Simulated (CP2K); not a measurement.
Two runs for the C K edge of 3-formylpyrrole. Run A: CP2K XAS_TDP, all-electron GAPW, PBEh(45%), aug-cc-pVDZ, TDA, no relativity. Run B differs in one setting.

First lines with a strength over 0.0015. A:

| atom | energy (eV) | states | strength, one atom |
| --- | --- | --- | --- |
| C2 (bonded to C, O and H) | 281.60 | 1 | 0.0631 |
|  | 286.47 | 1 | 0.0155 |
|  | 287.21 | 1 | 0.0032 |
|  | 287.71 | 2 | 0.0038 |
|  | 288.41 | 1 | 0.0104 |
| C3 (bonded to 3 C) | 281.62 | 1 | 0.0155 |
|  | 284.01 | 1 | 0.0334 |
|  | 284.27 | 1 | 0.0082 |
|  | 285.70 | 1 | 0.0020 |
|  | 286.05 | 2 | 0.0033 |
| C4 (bonded to 2 C and H) | 281.80 | 1 | 0.0484 |
|  | 283.33 | 1 | 0.0025 |
|  | 284.27 | 1 | 0.0076 |
|  | 284.77 | 1 | 0.0034 |
|  | 285.57 | 1 | 0.0036 |
| C5 (bonded to C, N and H) | 282.74 | 1 | 0.0526 |
|  | 284.72 | 1 | 0.0110 |
|  | 285.66 | 1 | 0.0033 |
|  | 286.41 | 1 | 0.0034 |
|  | 286.65 | 1 | 0.0032 |
| C7 (bonded to C, N and H) | 281.85 | 1 | 0.0508 |
|  | 285.07 | 1 | 0.0084 |
|  | 286.12 | 1 | 0.0057 |
|  | 286.76 | 1 | 0.0023 |
|  | 287.25 | 1 | 0.0085 |

B:

| atom | energy (eV) | states | strength, one atom |
| --- | --- | --- | --- |
| C2 (bonded to C, O and H) | 276.38 | 1 | 0.0475 |
|  | 279.92 | 1 | 0.0055 |
|  | 279.93 | 1 | 0.0024 |
|  | 280.65 | 1 | 0.0026 |
|  | 281.48 | 1 | 0.0092 |
| C3 (bonded to 3 C) | 275.37 | 1 | 0.0057 |
|  | 278.13 | 1 | 0.0341 |
|  | 279.22 | 1 | 0.0069 |
|  | 279.99 | 1 | 0.0016 |
|  | 280.21 | 1 | 0.0016 |
| C4 (bonded to 2 C and H) | 275.81 | 1 | 0.0204 |
|  | 276.75 | 1 | 0.0182 |
|  | 277.93 | 1 | 0.0044 |
|  | 278.86 | 1 | 0.0015 |
|  | 279.55 | 1 | 0.0017 |
| C5 (bonded to C, N and H) | 277.12 | 1 | 0.0123 |
|  | 277.31 | 1 | 0.0295 |
|  | 278.07 | 1 | 0.0045 |
|  | 278.89 | 1 | 0.0020 |
|  | 279.63 | 1 | 0.0034 |
| C7 (bonded to C, N and H) | 276.16 | 1 | 0.0356 |
|  | 278.28 | 1 | 0.0030 |
|  | 278.61 | 1 | 0.0034 |
|  | 279.25 | 1 | 0.0025 |
|  | 279.76 | 1 | 0.0015 |

Question: Which was it: the basis, GW2X switched on, the functional, scalar relativity switched on?

The functional (functional from PBEh(45%) to PBE0; the lines alone don't name the new value). A functional moves all lines by electronvolts and changes their spacings and strengths. Against PBEh(45%) in aug-cc-pVDZ, the leading lines move by -5.22 eV (C2, to 276.38), -6.25 eV (C3, to 275.37), -5.99 eV (C4, to 275.81), -5.62 eV (C5, to 277.12) and -5.69 eV (C7, to 276.16); the strength of C2's goes from 0.0631 to 0.0475. The next line of C2 over the strength cut lies 3.54 eV higher, against 4.87.

[Hosts, paths, dates, database ids (printed as entryN), source tags and the programs' standing remarks are cut or masked in the printed files.]
